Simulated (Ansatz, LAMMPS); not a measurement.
# Li+ BF4- in gamma-butyrolactone and acetonitrile and diethyl carbonate, from a frame at 440 K (102 atoms): geometry optimisation, part 4 of 4

How does Li+ BF4- in gamma-butyrolactone and acetonitrile and diethyl carbonate, from a frame at 440 K (102 atoms) relax, and what do bonds, charges and levels look like afterwards?

Ansatz 0.2.0; Kohn-Sham DFT, PBE+D4, PAW (set soft_2), plane waves.

The cell: 30 C, 12 O, 50 H, 4 N, 1 B, 4 F and 1 Li. The network of contacts between molecules at the start is that of the classical potential that made the cell. The density was typed from a rule of thumb and may lie off the real one at this temperature. The Brillouin zone is sampled at Γ only, in a cell whose shortest periodic width is 11 Å.

So far. Step 4 (Relaxation): The relaxation changed the energy by -65.2 meV/atom, and atoms moved by 1.6 Å r.m.s., 3.6 Å at most.

## Step 6: Single point at the relaxed geometry (continued)

A closer look about B97, the only B atom: 13 atoms, nearest first, numbered in the order of the input, with positions taken from that point.

```
 atom      x      y      z  distance (Å)  bonds  Löwdin charge (e)
  B97   0.00   0.00   0.00          0.00      4               0.89
 F101  -1.06  -0.84   0.38          1.41      1              -0.38
  F98  -0.35   1.35   0.19          1.41      1              -0.38
  F99   1.16  -0.32   0.74          1.41      1              -0.38
 F100   0.28  -0.21  -1.41          1.45      2              -0.41
  H82  -2.56   0.66   1.27          2.93      1               0.26
  H94   1.18   1.08   2.60          3.05      1               0.25
Li102  -0.50   0.04  -3.11          3.15      4               0.75
  H43   1.38  -2.31  -1.75          3.21      1               0.24
  H17   1.66   2.78   0.17          3.24      1               0.22
  H58  -0.58  -2.07   2.58          3.36      1               0.21
  H31   3.54  -1.40   0.38          3.82      1               0.20
  H71  -2.29   2.83  -1.32          3.87      1               0.21
```

The column of bonds counts only the pairs H-C within 1.34 Å, C-C within 1.85 Å, C-O within 1.73 Å, C-N within 1.62 Å, O-Li within 2.43 Å, F-B within 1.72 Å, F-Li within 2.27 Å, N-Li within 2.48 Å; other neighbours, such as metal atoms beside each other in a compound, aren't counted, and periodic images can show an atom twice.

## Step 7: Other settings

Changed here: hamiltonian.pseudopotentials.kind = "paw", hamiltonian.pseudopotentials.source = "ansatz", scf.initial_density.chi_scale = 0.1, scf.occupations.method = "methfessel_paxton" and scf.occupations.width = 0.001.

This step: Kohn-Sham DFT, PBE+D4, PAW (ansatz set), plane waves (Ansatz 0.2.0).

The input, input.yaml:

```yaml
crystal:
  lattice:
    - [10.7961, 0.0, 0.0]
    - [0.0, 10.7961, 0.0]
    - [0.0, 0.0, 10.7961]
  atoms:
    [... the 102 atom lines of step 3 ...]
kpoints:
  mp_grid: { grid: [1, 1, 1] }
hamiltonian:
  xc: pbe
  dispersion: d4
  pseudopotentials: { kind: paw, source: ansatz }
scf:
  occupations: { method: methfessel_paxton, width: 0.001 }
  initial_density: { chi_scale: 0.1 }
output:
  forces: true
  stress: true
  populations: true
  dos:
    method: { smearing: { sigma: 0.15 } }
    de: 0.1
    projected: { site_lists: { B: [B], C: [C], F: [F], H: [H], Li: [Li] } }
  eigenvalues: true
```

Launch:

```sh
ansatz run input.yaml --threads 4 --pin off --max-ram 8192MiB --backend cpu --events-out ev --progress --plain --runs-dir out
```

Numbers of over 12 decimals in the logs are rounded to 6 here.

Log:

```text
[...]
Crystal: 102 atoms, lattice volume = 1258.348 Å³
Basis set: ecut = 1050 eV, 97377 PW (Γ), exchange–correlation on 256×256×256 points (8 copies of the dense FFT grid, shifted against one another)
Bands: 250, of which v1, the nominal top of the filled ones, is band 148 counted from 1 (147 counted from 0)
Symmetry: 1 space group operations
[...]
k-points: 1
[...]
SCF iter   1: F=—  HF=-20386.716552 eV  |F-HF|=—  |Δ(HF+E_count)|=         —  Δρ=2.20e-1  dr2=1.37e3  ethr=3.10e-3  ⟨swp⟩=6.0  Hψ=1331  notcnv=0  defer=48
[...]
SCF iter  17: F=-20267.279568 eV  HF=-20267.279568 eV  |F-HF|=5.75e-8  |Δ(HF+E_count)|=   6.91e-8  S|Δr|=    0.00e0  Δρ=2.29e-6  dr2=7.56e-8  ethr=3.38e-11  ⟨swp⟩=23.0  Hψ=2928  notcnv=0
SCF 1 converged in 17 iterations: F = -20267.279568 eV  dr2 = 7.56e-8
[...]
SCF converged after 17 iterations
Stability not checked: this state was not tested for a lower state beside it, because cold or Methfessel-Paxton smearing, or corrected tetrahedra, fill the levels in a way that the test cannot read (fill_not_monotonic; see scf.lower_state_search)
Free energy (F): -20267.279568 eV
[...]
Internal energy: -20267.279568 eV  (E = F + TS)
E sigma→0 (E₀):  -20267.279568 eV
Fermi energy:    0.392825 eV
Step filling:    the computed levels leave a gap of 4.2386 eV = 4238.6 smearing widths at the electron count; against every level under it full and every level over it empty, smearing changes F+E_penalty+E_count by +0.00e0 meV and its σ→0 estimate by +0.00e0 meV
[...]
--- Forces (eV/Å), atoms counted from 1 ---
  atom   1  C     -1.77849047     0.54281829     0.09462664
  atom   2  C      1.46191526     0.07826667     2.40790393
  atom   3  O     -1.14312399    -0.57857989    -1.98078917
  atom   4  C     -1.09663832     0.12309268     1.82832272
  atom   5  O      1.59160851     1.77269271    -1.32090242
  atom   6  O      3.49128146     1.58197580     3.19329365
  atom   7  C     -3.60496567    -1.42262378    -2.77712370
  atom   8  C      0.98866434     0.76670697     1.37750606
  atom   9  H      0.79802084     0.02014669    -0.74718717
  atom  10  H      0.44219086    -0.27316497     0.53545977
  atom  11  H      0.18377442    -0.84252176    -0.66674450
  atom  12  H     -0.82210286    -0.15705346     0.20774699
  atom  13  H      0.15554900     0.10230381    -0.42010596
  atom  14  H      1.00626306     0.09145959    -0.69472070
[...]
atom 101  F     -1.25471676    -0.37022744    -1.18295254
  atom 102  Li    -0.29828904     0.28653964    -0.35039329
  max |Σ_I F_I| component: 7.93e-5 eV/Å
--- Stress (GPa, compression-positive) ---
        0.076263       0.407160       0.311677
        0.407160       1.876105      -0.761072
        0.311677      -0.761072       0.936214
  P = ⅓ Tr σ = 0.9629 GPa (9.629 kbar)
--- Band table (eV) ---
[...]
--- Löwdin populations: 102 sites ---
  site symbol       q [e]
     0      C      4.4367
     1      C      4.0324
     2      O      6.2679
[...]
101     Li      2.2260
  spilling = 0.013380 (of n_electrons = 296.000000)
```

The job ended after 87 s (4 threads of Arm Neoverse V1, shared host; peak memory 4.9 GiB; 5.6 min of CPU time).

Geometry and reference: those of the single point at the start.

Forces differ from those of the single point at the start by 8.6 meV/Å r.m.s., 0.70 % of their size. It took 4.9 times the reference's time (shared host, so rough).

## Step 8: Results

| Property | Result |
| --- | --- |
| energy change in the relaxation | -65.17 meV/atom |
| r.m.s. displacement | 1.641 Å |
| largest displacement | 3.575 Å |
| free energy per atom | -198.7614 eV/atom |
| pressure | -0.3222 GPa |
| r.m.s. force component | 0.00626 eV/Å |
| gap (highest filled to lowest empty level) | 5.027 eV |
| wall time of the 4 DFT runs | 13 min |

Relaxation lowers the energy by 65.2 meV/atom and moves atoms by 1.6 Å r.m.s.; the r.m.s. force component goes from 1.2 to 0.0063 eV/Å, the pressure goes from 0.96 to -0.32 GPa, and the gap from 4.23 to 5.03 eV. By the final cutoffs no bond was broken or made. From the first step to the last the energy fell by 6.647 eV, and the largest move was 3.57 Å (H60, with 1 other atom within 2 % of it). The C-N bonds go from 1.192 Å (spread 0.013) to 1.161 Å (spread 0.002). By these cutoffs all B atoms have 4, 70 % of C atoms have 4, 75 % of F atoms have 1 and all H atoms have 1 bonded neighbour. The highest filled and lowest empty levels differ by 5.03 eV (at Γ alone); a semilocal functional tends to put such gaps too low. In a disordered cell it changes from sample to sample and from frame to frame.

Caveats: The network of contacts between molecules at the start is that of the classical potential that made the cell; in DFT atoms moved by 1.6 Å r.m.s. The program warns that the dispersion model switches its C6 values near this geometry, which can put artefacts into forces and pressure.

[Logs are printed without paths, hosts, clocks, repeated set-up lines and the standing remarks that a program may print on its own settings, such as how far it seeks lower states.]

[Hosts, paths, dates, database ids (printed as entryN), source tags and the programs' standing remarks are cut or masked in the printed files.]
